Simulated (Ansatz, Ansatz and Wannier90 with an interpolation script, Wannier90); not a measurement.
An input for Ansatz 0.2.0 (K2LiAlF6 (Fm-3m)):

```yaml
crystal:
  lattice:
    - [0.0, 3.921, 3.921]
    - [3.921, 0.0, 3.921]
    - [3.921, 3.921, 0.0]
  atoms:
    - { symbol: K, position: [0.25, 0.25, 0.25] }
    - { symbol: K, position: [0.75, 0.75, 0.75] }
    - { symbol: Li, position: [0.5, 0.5, 0.5] }
    - { symbol: Al, position: [0.0, 0.0, 0.0] }
    - { symbol: F, position: [0.7689, 0.2311, 0.2311] }
    - { symbol: F, position: [0.2311, 0.7689, 0.2311] }
    - { symbol: F, position: [0.2311, 0.7689, 0.7689] }
    - { symbol: F, position: [0.7689, 0.2311, 0.7689] }
    - { symbol: F, position: [0.2311, 0.2311, 0.7689] }
    - { symbol: F, position: [0.7689, 0.7689, 0.2311] }
kpoints:
  mp_grid: { grid: [4, 4, 4] }
hamiltonian:
  xc: lda
scf:
  occupations: { method: fixed }
gw:
  n_empty_bands: 453
  ecut_chi: 140.0
  qp_bands: [v17, c2]
  screening: { model: godby_needs }
```

```sh
ansatz run input.yaml --threads 8 --pin off --max-ram 18432MiB --backend cpu --events-out ev --progress --plain --runs-dir out
```

Question: How long will it take on 8 threads of Arm Neoverse V2, shared host, and how much memory?

It took 4.3 min; on shared hardware allow 2.2 min to 8.6 min. Peak host memory was 3.1 GiB. The sizes that set the cost: 2397 plane waves a state, 8 irreducible k points, 486 bands summed, 459 plane waves in the screening and 7 SCF cycles.

The screening grows as filled bands × empty bands × pairs of k points, times the square of the screening basis for the matrix.

[Paths, hosts, dates, memory and timing lines, banners, echoed tables and standing remarks are left out of the program output.]

[Logs are printed without paths, hosts, clocks, repeated set-up lines and the standing remarks that a program may print on its own settings, such as how far it seeks lower states.]

[Runs of the session that timed out or met a known fault of the program may be left out.]

[Hosts, paths, dates, database ids (printed as entryN), source tags and the programs' standing remarks are cut or masked in the printed files.]
